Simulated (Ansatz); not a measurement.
# LiF (Griceite): G0W0 under other settings

Aim: change settings of a G0W0 run on LiF (Griceite) and see what moves.

Main program and level: Ansatz 0.2.0; G0W0 on PBE, plane waves, PAW; PAW set soft_1.

## 1. Starting point

It takes space group Fm-3m (No. 225, cubic). The conventional cell has a = 4.028 Å, b = 4.028 Å, c = 4.028 Å, α = 90.00°, β = 90.00°, γ = 90.00°. Nearest to Li lie 6 F at 2.01 Å. Nearest to F lie 6 Li at 2.01 Å. Farther neighbours and most contacts between anions are not listed.

Coordinates:

```cif
data_structure
_symmetry_space_group_name_H-M 'P 1'
_symmetry_Int_Tables_number 1
_cell_length_a 2.8482
_cell_length_b 2.8482
_cell_length_c 2.8482
_cell_angle_alpha 60.000
_cell_angle_beta 60.000
_cell_angle_gamma 60.000
_cell_volume 16.34
loop_
_atom_site_label
_atom_site_type_symbol
_atom_site_fract_x
_atom_site_fract_y
_atom_site_fract_z
_atom_site_occupancy
Li1 Li 0.00000 0.00000 0.00000 1
F2 F 0.50000 0.50000 0.50000 1
```

The cell and positions come from the Crystallography Open Database and are kept as given unless a step says otherwise.

## 2. The base run: 6×6×6 mesh, 17 empty bands, screening to 60 eV, PAW set soft_1 files

Now the one-shot GW correction: screening in the RPA, then the self-energy of the levels asked for. This step takes PAW set soft_1 files.

Contents of input.yaml:

```yaml
crystal:
  lattice:
    - [0.0, 2.014, 2.014]
    - [2.014, 0.0, 2.014]
    - [2.014, 2.014, 0.0]
  atoms:
    - { symbol: Li, position: [0.0, 0.0, 0.0] }
    - { symbol: F, position: [0.5, 0.5, 0.5] }
kpoints:
  mp_grid: { grid: [6, 6, 6] }
hamiltonian:
  xc: pbe
  pseudopotentials: { kind: paw, azcp: { folder: soft_1 } }
scf:
  occupations: { method: fixed }
gw:
  n_empty_bands: 17
  ecut_chi: 60
  qp_bands: [v2, c2]
  qp_kpoints: band_edges
  screening: { model: contour_deformation }
```

The run is started by

```
$ ansatz run input.yaml --threads 3 --pin off --max-ram 92160MiB --backend cuda --events-out ev --progress --plain --runs-dir out --devices 1 --max-vram 13GiB
```

Numbers of over 12 decimals in the logs are rounded to 6 here.

Output:

```text
GPUs: using 1 of 1 available (devices: 1).
Engine: ansatz 0.2.0, x86_64-unknown-linux-gnu
Pseudopotentials: kind: paw
Pseudopotential: Li, paw, valence charge 3, recommended cutoff 420 eV (normal), soft_1/Li.paw.azcp
Pseudopotential: F, paw, valence charge 7, recommended cutoff 420 eV (normal), soft_1/F.paw.azcp
Functional definition: PBE
  parameter kappa = 0.804
  parameter beta = 0.066725
  exchange = pbe_x(kappa = kappa, mu = beta*pi^2/3)
  correlation = pbe_c(beta = beta)
device memory: the entry about to start is reckoned to put 0.4 GiB on a device that reports 45.9 GiB free (of which the cap on the GPU budget leaves the run 13.0 GiB)
GPU FFT provider: cuFFT
GPU libraries: cuBLAS 13.8.2, cuFFT 12.4.0, cuSOLVER 12.3.4
Crystal: 2 atoms, lattice volume = 16.338 Å³
Basis set: ecut = 420 eV, 331 PW (Γ)
Bands: 9, of which v1, the nominal top of the filled ones, is band 5 counted from 1 (4 counted from 0)
Symmetry: 48 space group operations
Space group: Fm-3m (ITA 225), of the structure as read, at distance tolerance 2.5e-5 Å
k-points: 16 of 216
Non-local potential: Li, projectors of the file, l = 0: 3, l = 1: 2, l = 2: 1
Non-local potential: F, projectors of the file, l = 0: 2, l = 1: 2, l = 2: 1
PAW form: soft (Blöchl's): semilocal exchange-correlation on the pseudo side does not see the compensation charge
PAW one-centre angular grid: Li, 110 points (default); XC on 96 Gauss nodes
PAW one-centre angular grid: F, 110 points (default); XC on 64 Gauss nodes
Initial density: superposition of atomic densities (chi_scale 0.1, normalization cell, long waves kept (reshape's long-wave potential 0.00 eV rms))
Initial wavefunctions: pseudopotential atomic-orbital guess
GPU buffer pool allocated for 8000 grid points (all kernels)
GPU transforms: local potential and band sums: pruned to the plane-wave sphere, on 18×20×20
Functional: x = pbe(κ = 0.804, μ = 0.219515), c = pbe(β = 0.066725)
SCF iter   1: F=—  HF=-1016.037709 eV  |F-HF|=—  |Δ(HF+E_count)|=         —  Δρ=5.95e-2  dr2=3.05e-1  ethr=3.10e-3  ⟨swp⟩=4.0  Hψ=808  notcnv=0  defer=28
preconditioner: auto → none  [insulator: Δε(μ)=8.255 eV  Ē_g=21.877 eV  n_scr=0 (ndim 8)  ℏωp=26.0 eV  f_vac=0.000  ε∞_Penn≈2.4]
SCF iter   2: F=—  HF=-1016.139370 eV  |F-HF|=—  |Δ(HF+E_count)|=   1.02e-1  Δρ=3.22e-2  dr2=8.42e-2  ethr=3.05e-3  ⟨swp⟩=2.0  Hψ=310  notcnv=0  defer=26
SCF iter   3: F=—  HF=-1016.174663 eV  |F-HF|=—  |Δ(HF+E_count)|=   3.53e-2  Δρ=1.64e-2  dr2=2.14e-2  ethr=8.42e-4  ⟨swp⟩=2.0  Hψ=237  notcnv=0  defer=29
SCF iter   4: F=—  HF=-1016.173159 eV  |F-HF|=—  |Δ(HF+E_count)|=   1.50e-3  Δρ=1.38e-3  dr2=1.27e-4  ethr=2.14e-4  ⟨swp⟩=2.7  Hψ=223  notcnv=0  defer=30
[...]
E_band       = -118.047465
  E_kinetic    = 216.239655
  E_local      = -653.590797  (includes V_loc(G=0)·N_el)
  E_nonlocal   = 67.727535
  E_hartree    = 227.144624
  E_xc         = -87.225017
  E_vxc        = -111.958752  (∫ρ·V_xc dr)
  E_paw        = -229.340667  (= ΣΔE_a)
  E_vpaw       = -90.754129  (= ΣTr[D̂ρ^β])
  E_aug_tail   = 0.001026  (compensation charges beyond the density's cutoff)
  E_ewald      = -557.129686
  E_smearing   = -0.000000  (= −TS)
  E_closure    = 0.000000  (closes the sum)
  Σ components = -1016.173327   (vs F -1016.173327, Δ=0.00e0)
--- Band table (eV; the first three rows and the last of 16) ---
  k-point 0: bands = ["-39.9285", "-19.0021", "0.9617", "0.9617", "0.9617", "10.0566", "24.9214", "24.9214", "24.9214"]
  k-point 1: bands = ["-39.9139", "-18.9002", "0.2392", "0.9031", "0.9031", "10.7732", "20.5107", "22.6708", "22.6708"]
  k-point 2: bands = ["-39.8848", "-18.6853", "-0.9974", "0.7912", "0.7912", "11.6631", "18.0490", "20.6268", "20.6268"]
  k-point 15: bands = ["-39.8544", "-18.3269", "-1.5862", "-0.5919", "0.1171", "15.8568", "16.4111", "18.4188", "20.4587"]
--- G₀W₀: contour deformation, 5 samples at zero and on the imaginary axis and 4 off it, 216 q-points, 17 empty bands' worth ---
  eigenvalues of the whole cell's RPA ε∞ on this k-mesh (on a slab, of 1 + 4πα/V) = 1.9802, 1.9802, 1.9802; static W/v taken at q = 0 is 0.504999
  gw.qp_kpoints: band_edges: 12 of 16 stored k-points solved, in 1 pass; an edge of the gap read off the rows below is read off those points alone
    valence top: of the k-points left out ik 13 came nearest to being solved in a further pass, in band 5 (counted from 1, as in the quasiparticle table): it holds the edge there only if its correction is more favourable than any solved in that band by at least 0.515 eV; those differ by 0.212 eV
    conduction bottom: of the k-points left out ik 13 came nearest to being solved in a further pass, in band 6 (counted from 1, as in the quasiparticle table): it holds the edge there only if its correction is more favourable than any solved in that band by at least 3.719 eV; those differ by 1.001 eV
    ik  band        ε_KS         Σx   Σc(E_QP)       V_xc       Z   E_QP_lin       E_QP  E_QP is
     0     4      0.9617   -32.0235     5.2354   -24.2164  0.8275    -1.6625    -1.6100  root
     0     5      0.9617   -32.0235     5.2354   -24.2164  0.8275    -1.6625    -1.6100  root
     0     6     10.0566    -7.5551    -3.2590   -12.4808  0.8907    11.7357    11.7233  root
     0     7     24.9214    -3.0721    -4.2453    -9.9156  0.8573    27.5658    27.5196  root
     1     4      0.9031   -31.9612     5.2388   -24.1339  0.8274    -1.7389    -1.6854  root
     1     5      0.9031   -31.9612     5.2388   -24.1339  0.8274    -1.7389    -1.6854  root
     1     6     10.7732    -7.8378    -3.2263   -12.8677  0.8877    12.5918    12.5768  root
     1     7     20.5107    -3.8717    -3.7696    -9.7158  0.8677    22.6248    22.5851  root
[...]
14     4     -0.6976   -29.3025     5.1643   -21.2520  0.8230    -3.6606    -3.5838  root
    14     5      0.3380   -31.2220     5.2462   -23.2516  0.8256    -2.4485    -2.3861  root
    14     6     14.5213    -6.5906    -3.3463   -12.1188  0.8811    16.7298    16.7033  root
    14     7     16.3508    -7.5207    -3.4679   -13.4076  0.8706    18.8092    18.7698  root
[key lines of the parts left out:]
SCF converged after 6 iterations
Free energy (F): -1016.173327 eV
Fermi energy:    0.961670 eV
```

Run time: 14 s. Hardware: 1 × NVIDIA H100 80GB HBM3 (shared by 6 runs) with 3 threads of AMD EPYC 7R13 (Zen 3), shared host; peak memory 0.97 GiB.

In the SCF lines HF is the Harris–Foulkes energy and dr2 the Hartree energy of the density residual, in eV; the loop may stop once dr2 is under the threshold and the program's other checks hold. Hψ counts applications of the Hamiltonian.

Numbers from this step:

| Quantity | Value |
| --- | --- |
| bands summed | 22 |
| RPA ε∞ on this mesh (eigenvalues) | 1.980, 1.980, 1.980 |
| plane waves in the screening matrix | 15 |
| q-points in the mesh | 216 |
| G0W0 gap on the mesh | 13.33 eV |
| k of the valence top | 0, 0, 0 |
| k of the conduction bottom | 0, 0, 0 |
| starting gap on the mesh | 9.095 eV |
| Z at the valence top | 0.8275 |
| Z at the conduction bottom | 0.8907 |
| least direct G0W0 gap on the computed points | 13.33 eV |

The gap on the mesh goes from 9.09 eV to 13.33 eV, a correction of +4.24 eV. Between the two edge states, bare exchange in place of the xc potential would open the gap by 12.73 eV, and correlation takes back 8.49 eV.

## 3. Variant: no symmetry

Edit input.yaml of step 2 so:

```diff
@@ -8,2 +8,3 @@
     - { symbol: F, position: [0.5, 0.5, 0.5] }
+  symmetry: { detect: false }
 kpoints:
```

Output:

```text
GPUs: using 1 of 1 available (devices: 1).
[...]
GPU FFT provider: cuFFT
GPU libraries: cuBLAS 13.8.2, cuFFT 12.4.0, cuSOLVER 12.3.4
Crystal: 2 atoms, lattice volume = 16.338 Å³
Basis set: ecut = 420 eV, 331 PW (Γ)
Bands: 9, of which v1, the nominal top of the filled ones, is band 5 counted from 1 (4 counted from 0)
Symmetry: 1 space group operations
k-points: 112 of 216 (time reversal used)
[...]
GPU buffer pool allocated for 8000 grid points (all kernels)
[...]
SCF iter   1: F=—  HF=-1016.037800 eV  |F-HF|=—  |Δ(HF+E_count)|=         —  Δρ=5.95e-2  dr2=3.05e-1  ethr=3.10e-3  ⟨swp⟩=4.0  Hψ=5781  notcnv=0  defer=216
[...]
SCF iter   6: F=-1016.173327 eV  HF=-1016.173327 eV  |F-HF|=2.03e-8  |Δ(HF+E_count)|=   2.23e-6  Δρ=1.38e-5  dr2=1.78e-8  ethr=1.00e-9  ⟨swp⟩=3.2  Hψ=4710  notcnv=0
SCF 1 converged in 6 iterations: F = -1016.173327 eV  dr2 = 1.78e-8
[...]
NSCF: frozen V_eff on 112 k-points, pencils in batches of 32, up to order 36
[...]
G₀W₀ screening: q 1/112
[... further progress lines ...]
[...]
NSCF: frozen V_eff on 1 k-points
[...]
SCF converged after 6 iterations
Free energy (F): -1016.173327 eV
[...]
Internal energy: -1016.173327 eV  (E = F + TS)
E sigma→0 (E₀):  -1016.173327 eV
Fermi energy:    0.961665 eV
[...]
--- Band table (eV; the first three rows and the last of 112) ---
[...]
0     4      0.9617   -32.0235     5.2354   -24.2164  0.8275    -1.6625    -1.6100  root
     0     5      0.9617   -32.0235     5.2354   -24.2164  0.8275    -1.6625    -1.6100  root
     0     6     10.0566    -7.5551    -3.2590   -12.4808  0.8907    11.7357    11.7233  root
     0     7     24.9214    -3.0721    -4.2453    -9.9156  0.8573    27.5658    27.5196  root
     1     4      0.9030   -31.9612     5.2388   -24.1339  0.8274    -1.7389    -1.6854  root
     1     5      0.9030   -31.9612     5.2388   -24.1339  0.8274    -1.7389    -1.6854  root
     1     6     10.7732    -7.8378    -3.2263   -12.8677  0.8877    12.5918    12.5768  root
     1     7     20.5107    -3.8717    -3.7696    -9.7158  0.8677    22.6248    22.5851  root
[...]
111     4      0.7372   -31.8082     5.2505   -23.9245  0.8268    -1.9520    -1.8959  root
   111     5      0.7372   -31.8082     5.2505   -23.9245  0.8268    -1.9520    -1.8959  root
   111     6     11.7591    -4.8526    -3.3011    -9.9458  0.8940    13.5657    13.5512  root
   111     7     17.7120    -9.1418    -3.7538   -15.4630  0.8558    20.3395    20.2794  root
```

Run time: 1.8 min. Hardware: 1 × NVIDIA H100 80GB HBM3 (shared by 6 runs) with 3 threads; peak memory 0.95 GiB; 1.9 min of CPU time.

The G0W0 gap on the mesh is 13.333 eV.

Against the base:

| setting | base | variant |
| --- | --- | --- |
| symmetry detection | - | false |

| quantity | variant | base |
| --- | --- | --- |
| starting gap on the mesh | 9.095 | 9.095 |
| G0W0 gap on the mesh | 13.333 | 13.333 |
| least direct G0W0 gap on the computed points | 13.333 | 13.333 |
| Z at the valence top | 0.828 | 0.828 |
| Z at the conduction bottom | 0.891 | 0.891 |

## 4. Results

```json
{"base": "13.33 eV, 14 s", "no symmetry": "13.33 eV, 1.8 min"}
```

No symmetry: the gap moves by +0.00 eV and the time by a factor of 7.7. Symmetry itself changes the cost, not the physics. All runs here use a coarse mesh and modest cutoffs; they test settings and are not final values.

[Paths, hosts, dates, memory and timing lines, banners, echoed tables and standing remarks are left out of the program output.]

[Logs are printed without paths, hosts, clocks, repeated set-up lines and the standing remarks that a program may print on its own settings, such as how far it seeks lower states.]

[Runs of the session that timed out or met a known fault of the program may be left out.]

[Cells called generated may have been cut or substituted from an entry of the Crystallography Open Database or the Materials Project.]

[Hosts, paths, dates, database ids (printed as entryN), source tags and the programs' standing remarks are cut or masked in the printed files.]
